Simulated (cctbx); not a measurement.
# A crystallographic session in cctbx: NdMo3S9

Library: cctbx 2025.11.

## 1. Energy scan

run.py:

```python
from cctbx import adptbx, crystal, miller, xray
from cctbx.array_family import flex
from cctbx.eltbx import sasaki

cs = crystal.symmetry(unit_cell=(7.217, 11.215, 11.2832, 101.1407, 108.3262, 107.05), space_group_symbol='Hall: -P 1')  # P-1
atoms = [  # label, site, U (iso, or U11 U22 U33 U12 U13 U23 in A^2), occupancy
    ("Nd1", (0.6913, 0.3501, 0.0002), (0.0045, 0.0100, 0.0133, 0.0033, 0.0042, 0.0068), 1),
    ("Mo1", (0.01, 0.2459, 0.735), (0.0087, 0.0102, 0.0060, 0.0031, 0.0046, 0.0011), 1),
    ("Mo2", (0.6329, 0.0718, 0.2477), (0.0113, 0.0089, 0.0075, 0.0044, 0.0053, 0.0022), 1),
    ("Mo3", (0.686, 0.597, 0.7393), (0.0131, 0.0096, 0.0126, 0.0078, 0.0028, 0.0012), 1),
    ("S1", (0.1772, 0.0942, 0.7736), (0.0153, 0.0123, 0.0080, 0.0039, 0.0019, 0.0044), 1),
    ("S2", (0.6636, 0.0976, 0.7686), (0.0076, 0.0169, 0.0054, 0.0063, 0.0026, 0.0024), 1),
    ("S3", (0.8429, 0.1729, 0.4961), (0.0106, 0.0144, 0.0082, 0.0080, 0.0022, 0.0013), 1),
    ("S4", (0.5, 0, 0), (0.0095, 0.0081, 0.0080, 0.0037, 0.0036, 0.0027), 1),
    ("S5", (0.8121, 0.413, 0.7578), (0.0170, 0.0097, 0.0085, 0.0045, 0.0040, 0.0004), 1),
    ("S6", (0.5084, 0.2607, 0.2233), (0.0165, 0.0115, 0.0302, 0.0047, 0.0143, 0.0019), 1),
    ("S7", (0.3444, 0.4285, 0.7861), (0.0048, 0.0061, 0.0060, 0.0025, 0.0027, 0.0022), 1),
    ("S8", (0.1391, 0.362, 0.0021), (0.0103, 0.0100, 0.0079, 0.0018, 0.0056, 0.0027), 1),
    ("S9", (0.9816, 0.2464, 0.2311), (0.0130, 0.0096, 0.0061, 0.0056, 0.0015, 0.0013), 1),
    ("S10", (0.5, 0.5, 0.5), (0.0185, 0.0210, 0.0119, 0.0075, 0.0029, 0.0056), 1),
]
xs = xray.structure(crystal_symmetry=cs)
for label, site, u, occ in atoms:
    u = adptbx.u_cif_as_u_star(cs.unit_cell(), u) if isinstance(u, tuple) else u
    xs.add_scatterer(xray.scatterer(label, site=site, u=u, occupancy=occ))
hkl = [(0, 0, 1), (1, 0, 1), (0, 2, 0), (0, -2, 1)]
ms = miller.set(cs, flex.miller_index(hkl + [tuple(-v for v in h) for h in hkl]), anomalous_flag=True)
print("E (eV)    f'(Nd)   f''   " + "".join("%16s" % ("|F|" + " ".join(map(str, h))) for h in hkl))
for e in [5608, 5958, 6088, 6148, 6178, 6193, 6200, 6204, 6212, 6216, 6223, 6238, 6268, 6358, 6608]:
    xs.set_inelastic_form_factors(12398.42 / e, "sasaki")
    t = sasaki.table("Nd").at_ev(e)
    f = flex.abs(ms.structure_factors_from_scatterers(xs, algorithm="direct").f_calc().data())
    n = len(hkl)
    print("%7.0f %7.2f %6.2f  " % (e, t.fp(), t.fdp()) + "".join("%9.1f/%6.1f" % (f[k], f[k + n]) for k in range(n)))
```

```console
$ python run.py
```

```text
E (eV)    f'(Nd)   f''           |F|0 0 1        |F|1 0 1        |F|0 2 0       |F|0 -2 1
   5608   -8.15   4.18      114.9/ 114.9     46.9/  46.9     29.4/  29.4     35.7/  35.7
   5958  -10.17   3.80      110.8/ 110.8     45.4/  45.4     28.1/  28.1     34.4/  34.4
   6088  -11.85   3.67      107.5/ 107.5     44.2/  44.2     27.1/  27.1     33.4/  33.4
   6148  -13.45   3.61      104.3/ 104.3     43.1/  43.1     26.1/  26.1     32.4/  32.4
   6178  -14.91   3.58      101.4/ 101.4     42.1/  42.1     25.2/  25.2     31.5/  31.5
   6193  -16.44   3.57       98.3/  98.3     41.0/  41.0     24.3/  24.3     30.6/  30.6
   6200  -17.82   3.56       95.6/  95.6     40.0/  40.0     23.4/  23.4     29.7/  29.7
   6204  -19.30   3.56       92.6/  92.6     38.9/  38.9     22.5/  22.5     28.8/  28.8
   6212  -19.63  10.65       94.2/  94.2     39.6/  39.6     23.2/  23.2     29.4/  29.4
   6216  -17.96  10.63       97.4/  97.4     40.7/  40.7     24.2/  24.2     30.4/  30.4
   6223  -16.49  10.61      100.3/ 100.3     41.7/  41.7     25.0/  25.0     31.3/  31.3
   6238  -14.89  10.55      103.4/ 103.4     42.8/  42.8     26.0/  26.0     32.2/  32.2
   6268  -13.36  10.44      106.3/ 106.3     43.9/  43.9     26.8/  26.8     33.1/  33.1
   6358  -11.35  10.13      110.1/ 110.1     45.2/  45.2     28.0/  28.0     34.3/  34.3
   6608  -10.45   9.41      111.6/ 111.6     45.8/  45.8     28.4/  28.4     34.7/  34.7
```

It took 0.37 s on 1 thread of Arm Neoverse N1 (shared host), peak memory 0.07 GiB.

[Logs are printed without paths, hosts, clocks, repeated set-up lines and the standing remarks that a program may print on its own settings, such as how far it seeks lower states.]
